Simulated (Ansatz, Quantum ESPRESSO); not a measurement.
# SrO (Fm-3m): phonons by linear response, part 2 of 4

How does SrO (Fm-3m) vibrate, and is this structure a minimum?

Quantum ESPRESSO 7.5; DFT LDA, scalar-relativistic, plane waves, GBRV ultrasoft pseudopotentials.

So far. Step 2 (A probe with smearing): A gap of 3.2 eV opens on this mesh, so the crystal is taken as an insulator; the start stands at -3.8 GPa. Step 4 (Ground state): The cell stands at 0.037 GPa, close enough for phonons. The relaxed cell has a = 5.065 Å (conventional setting).

The database entry behind the starting cell differs from later determinations by our own check (about 0.5 % short), so it need not match the best structure at ambient conditions.

## Step 5: Phonons on a q mesh

Linear response treats each wavevector in the unit cell, with no supercell; the 4×4×4 mesh fixes the range of the force constants to be had.

ph.in

```
phonons
&inputph
   prefix = 'x'
   outdir = './tmp'
   fildyn = 'x.dyn'
   tr2_ph = 1.0d-18
   epsil = .true.
   ldisp = .true.
   nq1 = 4
   nq2 = 4
   nq3 = 4
/
```

Started as:

```bash
$ OMP_NUM_THREADS=1 mpirun -n 2 ph.x -nk 2 -in ph.in > ph.out
```

Numbers of over 12 decimals in the logs are rounded to 6 here.

The log of the run:

```text
[banners, grids, parts of the stress and lines that vanish by symmetry left out]
[banner, memory and clock lines left out]
Program PHONON v.7.5

[...]
Exchange-correlation= PZ
                           (   1   1   0   0   0   0   0)
[...]
(   8 q-points):
[...]
kinetic-energy cut-off    =      45.0000  Ry
     charge density cut-off    =     270.0000  Ry
     convergence threshold     =      1.0E-18
[...]
Exchange-correlation= PZ
                           (   1   1   0   0   0   0   0)
[...]
q = (   0.0000000   0.0000000   0.0000000 )
     49 Sym.Ops. (with q -> -q+G )
     G cutoff =  626.6283  (  16361 G-vectors)     FFT grid: ( 36, 36, 36)
     G cutoff =  417.7522  (   8873 G-vectors)  smooth grid: ( 30, 30, 30)
     number of k points=    29
[...]
Mode symmetry, O_h (m-3m)  point group:
[...]
Dielectric constant
[...]
End of electric fields calculation
          Dielectric constant in cartesian axis
          (       3.873292814       0.000000000       0.000000000 )
          (       0.000000000       3.873292814      -0.000000000 )
          (       0.000000000      -0.000000000       3.873292814 )
          Effective charges (d Force / dE) in cartesian axis without acoustic sum rule applied (asr)
           atom    1  Sr    Mean Z*:        2.47326
      Ex  (        2.47326        0.00000        0.00000 )
      Ey  (        0.00000        2.47326       -0.00000 )
      Ez  (        0.00000       -0.00000        2.47326 )
           atom    2  O     Mean Z*:       -2.47576
      Ex  (       -2.47576        0.00000        0.00000 )
      Ey  (        0.00000       -2.47576       -0.00000 )
      Ez  (        0.00000       -0.00000       -2.47576 )
          Effective charges Sum: Mean:       -0.00251
[...]
Effective charges (d Force / dE) in cartesian axis with asr applied:
           atom    1  Sr    Mean Z*:        2.47451
[...]
atom    2  O     Mean Z*:       -2.47451
[...]
Representation #   1 modes #   1   2   3
[...]
End of self-consistent calculation
     Convergence has been achieved
     Representation #   2 modes #   4   5   6
[...]
End of self-consistent calculation
     Convergence has been achieved
[...]
Dielectric constant in cartesian axis
          (       3.873292814       0.000000000       0.000000000 )
          (       0.000000000       3.873292814      -0.000000000 )
          (       0.000000000      -0.000000000       3.873292814 )
          Effective charges (d Force / dE) in cartesian axis without acoustic sum rule applied (asr)
           atom    1  Sr    Mean Z*:        2.47326
      Ex  (        2.47326        0.00000        0.00000 )
      Ey  (        0.00000        2.47326       -0.00000 )
      Ez  (        0.00000       -0.00000        2.47326 )
           atom    2  O     Mean Z*:       -2.47576
      Ex  (       -2.47576        0.00000        0.00000 )
      Ey  (        0.00000       -2.47576       -0.00000 )
      Ez  (        0.00000       -0.00000       -2.47576 )
          Effective charges Sum: Mean:       -0.00251
[...]
Effective charges (d Force / dE) in cartesian axis with asr applied:
           atom    1  Sr    Mean Z*:        2.47451
[...]
atom    2  O     Mean Z*:       -2.47451
[...]
Effective charges (d P / du) in cartesian axis
[...]
q = (    0.000000000   0.000000000   0.000000000 )
[...]
freq (    1) =      -0.198124 [THz] =      -6.608696 [cm-1]
     freq (    2) =      -0.198124 [THz] =      -6.608696 [cm-1]
     freq (    3) =      -0.198124 [THz] =      -6.608696 [cm-1]
     freq (    4) =       6.522876 [THz] =     217.579729 [cm-1]
     freq (    5) =       6.522876 [THz] =     217.579729 [cm-1]
     freq (    6) =       6.522876 [THz] =     217.579729 [cm-1]
[...]
Mode symmetry, O_h (m-3m)  point group:
     freq (   1-   3) =         -6.6  [cm-1]   --> T_1u G_15  G_4- I
     freq (   4-   6) =        217.6  [cm-1]   --> T_1u G_15  G_4- I
[...]
Mode symmetry, C_3v (3m)   point group:
[...]
Representation #   1 mode #   1
[...]
End of self-consistent calculation
     Convergence has been achieved
     Representation #   2 mode #   2
[...]
End of self-consistent calculation
     Convergence has been achieved
     Representation #   3 modes #   3   4
[...]
Convergence has been achieved
     Representation #   4 modes #   5   6
[...]
Convergence has been achieved
[...]
q = (   -0.250000000   0.250000000  -0.250000000 )
[...]
freq (    1) =       2.538868 [THz] =      84.687507 [cm-1]
     freq (    2) =       2.538868 [THz] =      84.687507 [cm-1]
     freq (    3) =       4.678964 [THz] =     156.073423 [cm-1]
     freq (    4) =       7.644293 [THz] =     254.986182 [cm-1]
     freq (    5) =       7.644293 [THz] =     254.986182 [cm-1]
     freq (    6) =      13.776227 [THz] =     459.525454 [cm-1]
[...]
Mode symmetry, C_3v (3m)   point group:
     freq (   1-   2) =         84.7  [cm-1]   --> E    L_3
     freq (   3-   3) =        156.1  [cm-1]   --> A_1  L_1
     freq (   4-   5) =        255.0  [cm-1]   --> E    L_3
     freq (   6-   6) =        459.5  [cm-1]   --> A_1  L_1
[...]
Mode symmetry, D_3d (-3m)  point group:
[...]
Representation #   1 mode #   1
[...]
Convergence has been achieved
     Representation #   2 modes #   2   3
[...]
Convergence has been achieved
     Representation #   3 mode #   4
[...]
Convergence has been achieved
     Representation #   4 modes #   5   6
[...]
Convergence has been achieved
[...]
q = (    0.500000000  -0.500000000   0.500000000 )
[...]
freq (    1) =       3.334611 [THz] =     111.230665 [cm-1]
     freq (    2) =       3.334611 [THz] =     111.230665 [cm-1]
[...]
Mode symmetry, D_3d (-3m)  point group:
     freq (   1-   2) =        111.2  [cm-1]   --> E_g  L_3
     freq (   3-   3) =        235.0  [cm-1]   --> A_1g L_1
     freq (   4-   5) =        287.0  [cm-1]   --> E_u  L_3'
     freq (   6-   6) =        437.5  [cm-1]   --> A_2u L_2'
[...]
Mode symmetry, C_4v (4mm)  point group:
[...]
Convergence has been achieved
[...]
Convergence has been achieved
[...]
Convergence has been achieved
[...]
Convergence has been achieved
[...]
q = (    0.000000000   0.500000000   0.000000000 )
[...]
Mode symmetry, C_4v (4mm)  point group:
     freq (   1-   2) =         91.2  [cm-1]   --> E    G_5 D_5
     freq (   3-   3) =        163.5  [cm-1]   --> A_1  G_1 D_1
     freq (   4-   5) =        239.2  [cm-1]   --> E    G_5 D_5
     freq (   6-   6) =        417.2  [cm-1]   --> A_1  G_1 D_1
[...]
Mode symmetry, C_s (m)     point group:
[...]
q = (    0.750000000  -0.250000000   0.750000000 )
[...]
Mode symmetry, C_s (m)     point group:
     freq (   1-   1) =        120.8  [cm-1]   --> A''
     freq (   2-   2) =        144.8  [cm-1]   --> A'
     freq (   3-   3) =        200.8  [cm-1]   --> A'
     freq (   4-   4) =        266.3  [cm-1]   --> A''
     freq (   5-   5) =        286.5  [cm-1]   --> A'
     freq (   6-   6) =        376.5  [cm-1]   --> A'
[...]
Mode symmetry, C_2v (mm2)  point group:
[...]
q = (    0.500000000   0.000000000   0.500000000 )
[...]
Mode symmetry, C_2v (mm2)  point group:
     freq (   1-   1) =        111.0  [cm-1]   --> B_1  D_3  S_3
     freq (   2-   2) =        140.3  [cm-1]   --> B_2  D_4  S_4
     freq (   3-   3) =        194.9  [cm-1]   --> A_1  D_1  S_1
     freq (   4-   4) =        269.0  [cm-1]   --> B_2  D_4  S_4
     freq (   5-   5) =        281.8  [cm-1]   --> B_1  D_3  S_3
     freq (   6-   6) =        414.3  [cm-1]   --> A_1  D_1  S_1
[...]
Mode symmetry, D_4h(4/mmm) point group:
[...]
Convergence has been achieved
[...]
Convergence has been achieved
[...]
Convergence has been achieved
[...]
Convergence has been achieved
[...]
q = (    0.000000000  -1.000000000   0.000000000 )
[...]
freq (    5) =       7.327288 [THz] =     244.412008 [cm-1]
     freq (    6) =       9.353276 [THz] =     311.991715 [cm-1]
[...]
Mode symmetry, D_4h(4/mmm) point group:
     freq (   1-   2) =        126.0  [cm-1]   --> E_u  X_5' M_5'
     freq (   3-   3) =        198.2  [cm-1]   --> A_2u X_4' M_4'
     freq (   4-   5) =        244.4  [cm-1]   --> E_u  X_5' M_5'
     freq (   6-   6) =        312.0  [cm-1]   --> A_2u X_4' M_4'
[...]
Mode symmetry, D_2d (-42m) point group:
[...]
Representation #   1 mode #   1
[...]
Convergence has been achieved
     Representation #   2 mode #   2
[...]
Convergence has been achieved
     Representation #   3 modes #   3   4
[...]
End of self-consistent calculation
     Convergence has been achieved
     Representation #   4 modes #   5   6
[...]
End of self-consistent calculation
     Convergence has been achieved
[...]
q = (   -0.500000000  -1.000000000   0.000000000 )
[...]
freq (    1) =       4.549624 [THz] =     151.759134 [cm-1]
     freq (    2) =       5.139397 [THz] =     171.431820 [cm-1]
     freq (    3) =       5.139397 [THz] =     171.431820 [cm-1]
     freq (    4) =       8.542598 [THz] =     284.950412 [cm-1]
     freq (    5) =       8.542598 [THz] =     284.950412 [cm-1]
     freq (    6) =       9.827209 [THz] =     327.800403 [cm-1]
[...]
Mode symmetry, D_2d (-42m) point group:
     freq (   1-   1) =        151.8  [cm-1]   --> A_1  X_1  W_1
     freq (   2-   3) =        171.4  [cm-1]   --> E    X_5  W_3
     freq (   4-   5) =        285.0  [cm-1]   --> E    X_5  W_3
     freq (   6-   6) =        327.8  [cm-1]   --> B_2  X_3  W_2
```

Run time: 16 min. Hardware: 2 MPI ranks of AMD EPYC 9R14 (Zen 4), shared host; 32 min of CPU time.

Numbers from this step:

```yaml
miss_of_the_charge_sum_rule: 0.002500 e
largest_acoustic_frequency_at_the_zone_centre_before_the_sum_rule: -6.61 cm⁻¹
highest_optical_zone_centre_mode_no_lo_to_term: 217.6 cm⁻¹
lowest_optical_zone_centre_mode: 217.6 cm⁻¹
mean_high_frequency_dielectric_constant: 3.873
largest_born_charge_in_size_third_of_the_trace: 2.476 e
lowest_mode_on_the_q_mesh_acoustic_ones_at_the_zone_centre_apart: 84.69 cm⁻¹
```

Frequencies (cm⁻¹) at each irreducible wavevector; negative means imaginary. Frequencies by wavevector:

| q (fractions) | star | mode 1 | mode 2 | mode 3 | mode 4 | mode 5 | mode 6 |
| --- | --- | --- | --- | --- | --- | --- | --- |
| 0 0 0 | 1 | -6.61 | -6.61 | -6.61 | 217.6 | 217.6 | 217.6 |
| 0 0 0.25 | 8 | 84.69 | 84.69 | 156.1 | 255 | 255 | 459.5 |
| 0 0 -0.5 | 4 | 111.2 | 111.2 | 235 | 287 | 287 | 437.6 |
| 0 0.25 0.25 | 6 | 91.21 | 91.21 | 163.5 | 239.2 | 239.2 | 417.2 |
| 0 0.25 -0.5 | 24 | 120.8 | 144.8 | 200.8 | 266.3 | 286.5 | 376.5 |
| 0 0.25 -0.25 | 12 | 111 | 140.3 | 194.9 | 269 | 281.8 | 414.3 |
| 0 -0.5 -0.5 | 3 | 126 | 126 | 198.2 | 244.4 | 244.4 | 312 |
| 0.25 -0.5 -0.25 | 6 | 151.8 | 171.4 | 171.4 | 284.9 | 284.9 | 327.8 |

Born charge (rows field, columns displacement), before the sum rule (e), principal values of the symmetric part by kind of site:

| atom | atoms with these values | low | middle | high | mean |
| --- | --- | --- | --- | --- | --- |
| Sr1 | 1 | 2.47 | 2.47 | 2.47 | 2.47 |
| O2 | 1 | -2.48 | -2.48 | -2.48 | -2.48 |

In full for Sr1:

```
2.47 0.00 0.00
0.00 2.47 0.00
0.00 0.00 2.47
```

High-frequency dielectric tensor:

```
3.87 0.00 0.00
0.00 3.87 0.00
0.00 0.00 3.87
```

The acoustic modes at Γ come out as far as 6.6 cm⁻¹ from zero, where they should vanish, a small numerical error; the Born charges miss their sum rule by 0.0025 e, which is good.

## Step 6: Fourier transform to real space

The dynamical matrices of the mesh are Fourier-transformed to force constants in real space, after the long-range dipole part is taken out.

q2r.in

```
&input
   fildyn = 'x.dyn'
   zasr = 'simple'
   flfrc = 'x.fc'
/
```

Started as:

```bash
$ q2r.x < q2r.in > q2r.out
```

The log of the run:

```text
[banners, grids, parts of the stress and lines that vanish by symmetry left out]
[banner, memory and clock lines left out]
Program Q2R v.7.5

  reading grid info from file x.dyn0

  reading force constants from file x.dyn1
 macroscopic fields = T
   3.87329   0.00000   0.00000
   0.00000   3.87329  -0.00000
[...]
na=            1
[...]
na=            2
[...]
0.00000  -2.47576  -0.00000
   0.00000  -0.00000  -2.47576
  alpha Ewald:    2.320845
  nqs=            1
 q=   0.00000000  0.00000000  0.00000000
  reading force constants from file x.dyn2
  alpha Ewald:    2.320845
  nqs=            8
 q=  -0.25000000  0.25000000 -0.25000000
[...]
reading force constants from file x.dyn7
  alpha Ewald:    2.320845
  nqs=            3
[...]
reading force constants from file x.dyn8
  alpha Ewald:    2.320845
  nqs=            6
[...]
q=  -1.00000000 -0.50000000  0.00000000
 q=   0.00000000 -0.50000000 -1.00000000

      q-space grid ok, #points =   64

      fft-check success (sum of imaginary terms < 10^-12)
```

Run time: 0.82 s. Hardware: 1 thread.

## Step 7: Dispersion

From the force constants any wavevector is cheap; points of the mesh come back as solved, but for the sum rule and, in polar crystals, the LO-TO term at Γ; the rest is interpolation.

matdyn.in

```
&input
   asr = 'simple'
   flfrc = 'x.fc'
   flfrq = 'x.freq'
   flvec = 'x.modes'
   q_in_band_form = .true.
   q_in_cryst_coord = .true.
/
8
  0.0000000   0.0000000   0.0000000  12  ! GAMMA
 -0.0000000   0.5000000   0.5000000  12  ! X
 -0.0000000   0.6250000   0.3750000   1  ! U
 -0.3750000   0.3750000  -0.0000000  12  ! K
  0.0000000   0.0000000   0.0000000  12  ! GAMMA
 -0.0000000   0.5000000  -0.0000000  12  ! L
 -0.2500000   0.5000000   0.2500000  12  ! W
 -0.0000000   0.5000000   0.5000000   1  ! X
```

Started as:

```bash
$ matdyn.x -in matdyn.in > matdyn.out
```

The log of the run:

```text
[banner, memory and clock lines left out]
Program MATDYN v.7.5

 mass for atomic type   1 not given; uses mass from file x.fc
 mass for atomic type   2 not given; uses mass from file x.fc
```

Run time: 0.98 s. Hardware: 1 thread.

This step gave:

| Quantity | Value |
| --- | --- |
| lowest frequency on the path | 0 cm⁻¹ |

Matdyn.x, sum rule simple. The phonon branches at the labelled points (cm⁻¹):

| point | branch 1 | branch 2 | branch 3 | branch 4 | branch 5 | branch 6 |
| --- | --- | --- | --- | --- | --- | --- |
| Γ | 0 | 0 | 0 | 218 | 218 | 474 |
| halfway | 91 | 91 | 164 | 239 | 239 | 417 |
| X | 126 | 126 | 198 | 245 | 245 | 312 |
| halfway | 127 | 143 | 195 | 250 | 275 | 309 |
| U | 127 | 173 | 184 | 265 | 300 | 334 |
| jump to K | 127 | 173 | 184 | 265 | 300 | 334 |
| halfway | 96 | 110 | 171 | 256 | 268 | 440 |
| Γ | 0 | 0 | 0 | 218 | 218 | 474 |
| halfway | 85 | 85 | 156 | 255 | 255 | 460 |
| L | 111 | 111 | 235 | 287 | 287 | 438 |
| halfway | 123 | 144 | 212 | 281 | 286 | 395 |
| W | 152 | 172 | 172 | 285 | 285 | 328 |
| halfway | 140 | 143 | 191 | 260 | 290 | 306 |
| X | 126 | 126 | 198 | 245 | 245 | 312 |

The phonon branches as a text plot (rows in cm⁻¹):

```
    464 |****                     ************
    444 |    **                 **            *****
    424 |      *               *                   **
    405 |                    **                      **
    385 |       *           *
    365 |        *        **                           *
    345 |         *                                     **
    326 |          **    *                                ***
    306 |            *****                                  *****
    286 |               * ******               *************  *
    266 |              * ***  ***            **             ** *
    247 |     ***********       ***        **                 ***
    227 |*****                     ********     ******
    207 |           ***      *                 *      *         *
    188 |        ***   ****** **              *        ***  ****
    168 |      **        ****   *            *         *****
    148 |     *         *    **  *          *         *  ******
    128 |    *     **********  *  *        *        *****     ***
    109 |       ***          ****  *      *   *******
     89 |   * **                **       *  **
     69 |  * *                    ***     **
     49 |   *                      **   **
     30 | **                         ** *
     10 |**                            *
         Γ           X  U|K            Γ         L        W     X
```

All branches are real along the path.

## Step 8: Density of states

Sums over the zone need many more wavevectors than were solved, so the interpolation is sampled on a dense mesh.

matdyn.in

```
&input
   asr = 'simple'
   flfrc = 'x.fc'
   dos = .true.
   fldos = 'x.dos'
   nk1 = 15
   nk2 = 15
   nk3 = 15
   deltaE = 1.0
/
```

Started as:

```bash
$ matdyn.x -in matdyn.in > matdyn.out
```

The log of the run:

```text
[banner, memory and clock lines left out]
Program MATDYN v.7.5

 mass for atomic type   1 not given; uses mass from file x.fc
 mass for atomic type   2 not given; uses mass from file x.fc
```

The job ended after 5.5 s (1 thread).

Numbers from this step:

```yaml
share_of_modes_beyond_3i_cm_minus1_on_the_dense_interpolated_mesh: 0
zero_point_energy_per_atom: 42.3 meV
heat_capacity_at_300_k: 22.31 J/(mol atoms K)
vibrational_entropy_at_300_k: 26.79 J/(mol atoms K)
```

The phonon density of states has structure finer than the step of the table below, so its rows give means over 10 cm⁻¹, whole bins alone (the curve runs from 0 to 474 cm⁻¹). Peaks (cm⁻¹: height): total 126.0: 0.0443, 192.0: 0.0449, 285.0: 0.0664, 435.0: 0.00953; O 285.0: 0.0663, 435.0: 0.00901; Sr 126.0: 0.0432, 192.0: 0.0438.

Tetrahedra. The phonon density of states by wavenumber; means over each step; values in 1/cm⁻¹/cell:

| wavenumber (cm⁻¹) | total | O | Sr |
| --- | --- | --- | --- |
| 10 | 2.4e-5 | 1.5e-6 | 2.0e-5 |
| 20 | 9.1e-5 | 1.3e-5 | 7.8e-5 |
| 30 | 4.3e-4 | 6.0e-5 | 3.7e-4 |
| 40 | 8.4e-4 | 1.1e-4 | 7.4e-4 |
| 50 | 0.00168 | 2.0e-4 | 0.00148 |
| 60 | 0.00268 | 2.8e-4 | 0.00239 |
| 70 | 0.00426 | 3.9e-4 | 0.00387 |
| 80 | 0.00671 | 5.2e-4 | 0.00619 |
| 90 | 0.0104 | 6.3e-4 | 0.00973 |
| 100 | 0.0167 | 7.4e-4 | 0.0159 |
| 110 | 0.0313 | 8.1e-4 | 0.0305 |
| 120 | 0.0411 | 8.9e-4 | 0.0402 |
| 130 | 0.0371 | 9.1e-4 | 0.0361 |
| 140 | 0.0227 | 5.3e-4 | 0.0221 |
| 150 | 0.0167 | 4.1e-4 | 0.0163 |
| 160 | 0.0151 | 3.9e-4 | 0.0147 |
| 170 | 0.00904 | 4.0e-4 | 0.00864 |
| 180 | 0.00948 | 5.0e-4 | 0.00898 |
| 190 | 0.0326 | 9.0e-4 | 0.0317 |
| 200 | 0.0226 | 5.3e-4 | 0.0221 |
| 210 | 0.0103 | 1.9e-4 | 0.0101 |
| 220 | 0.00691 | 7.7e-4 | 0.00614 |
| 230 | 0.00626 | 0.00368 | 0.00259 |
| 240 | 0.0110 | 0.0101 | 9.6e-4 |
| 250 | 0.0246 | 0.0231 | 0.00153 |
| 260 | 0.0307 | 0.0295 | 0.00121 |
| 270 | 0.0391 | 0.0383 | 7.9e-4 |
| 280 | 0.0563 | 0.0559 | 3.9e-4 |
| 290 | 0.0323 | 0.0322 | 7.1e-5 |
| 300 | 0.00189 | 0.00188 | 4.5e-6 |
| 310 | 0.00166 | 0.00164 | 2.1e-5 |
| 320 | 0.00384 | 0.00378 | 5.2e-5 |
| 330 | 0.00428 | 0.00422 | 5.4e-5 |
| 340 | 0.00510 | 0.00504 | 6.1e-5 |
| 350 | 0.00545 | 0.00538 | 7.5e-5 |
| 360 | 0.00586 | 0.00577 | 8.7e-5 |
| 370 | 0.00634 | 0.00624 | 1.1e-4 |
| 380 | 0.00679 | 0.00666 | 1.4e-4 |
| 390 | 0.00733 | 0.00715 | 1.7e-4 |
| 400 | 0.00780 | 0.00757 | 2.2e-4 |
| 410 | 0.00836 | 0.00807 | 2.9e-4 |
| 420 | 0.00879 | 0.00842 | 3.7e-4 |
| 430 | 0.00927 | 0.00881 | 4.6e-4 |
| 440 | 0.00766 | 0.00711 | 5.5e-4 |
| 450 | 0.00555 | 0.00499 | 5.6e-4 |
| 460 | 0.00409 | 0.00358 | 5.0e-4 |

Harmonic thermodynamic functions per atom, summed over the density of states scaled to three modes an atom; melting is ignored. Thermodynamic functions:

| T (K) | F_vib (meV/atom) | S (J/mol-atom/K) | C_V (J/mol-atom/K) |
| --- | --- | --- | --- |
| 0 | 42.3 | 0 | 0 |
| 50 | 42.1 | 1.6 | 4.234 |
| 100 | 39.93 | 7.043 | 12 |
| 200 | 26.63 | 18.22 | 19.7 |
| 300 | 3.1 | 26.79 | 22.31 |
| 400 | -28.21 | 33.37 | 23.39 |
| 500 | -65.63 | 38.66 | 23.93 |
| 600 | -108 | 43.05 | 24.23 |
| 700 | -154.6 | 46.8 | 24.41 |
| 800 | -204.9 | 50.06 | 24.54 |
| 900 | -258.3 | 52.96 | 24.62 |
| 1000 | -314.5 | 55.56 | 24.68 |

At 300 K the heat capacity has reached 89 % of the Dulong-Petit value.

(Part 2 of 4 ends here.)

[Host names and launcher messages were left out of these logs when they were recorded.]

[Logs are printed without paths, hosts, clocks, repeated set-up lines and the standing remarks that a program may print on its own settings, such as how far it seeks lower states.]

[Hosts, paths, dates, database ids (printed as entryN), source tags and the programs' standing remarks are cut or masked in the printed files.]
